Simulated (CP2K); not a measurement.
Consider chloromethane at its PBE geometry (Å).

```xyz
5

C    -0.1499   -0.0081   -0.0043
Cl    1.6401    0.0877    0.0433
H    -0.4418   -0.6530   -0.8389
H    -0.5002   -0.4283    0.9437
H    -0.5481    1.0017   -0.1438
```

Method: CP2K XAS_TDP, all-electron GAPW, PBEh(45%), aug-pc-2, TDA, no relativity.

**Question.** Where do the C K-edge lines lie, and how strong are they?

Leading lines: C1 283.05 eV. The leading line of an atom is its first one with 35 % of the strongest within 2.5 eV of its lowest line over the strength cut. 

The first six lines of each atom with a strength over 0.0015:

```csv
atom,energy (eV),states,"strength, one atom"
C1 (bonded to Cl and 3 H),283.05,1,0.0567
,284.92,1,0.0058
,285.74,2,0.0531
,286.53,1,0.0049
,286.97,2,0.0058
,287.33,1,0.0021
```

Lines are vertical, at one geometry, with no vibrational structure. Without a correction of the core level, line positions, and the gaps between valence and Rydberg lines, follow the share of exact exchange. At this level such K lines come out 3 to 6 eV under measured ones. These values hold no scalar relativity, about 0.1 eV for C 1s. Rydberg lines, and the discretised continuum above threshold, depend on the basis and the box.

[Banner, clock and machine lines of the logs are left out without a mark of their own.]

[Logs are printed without paths, hosts, clocks, repeated set-up lines and the standing remarks that a program may print on its own settings, such as how far it seeks lower states.]

[Hosts, paths, dates, database ids (printed as entryN), source tags and the programs' standing remarks are cut or masked in the printed files.]
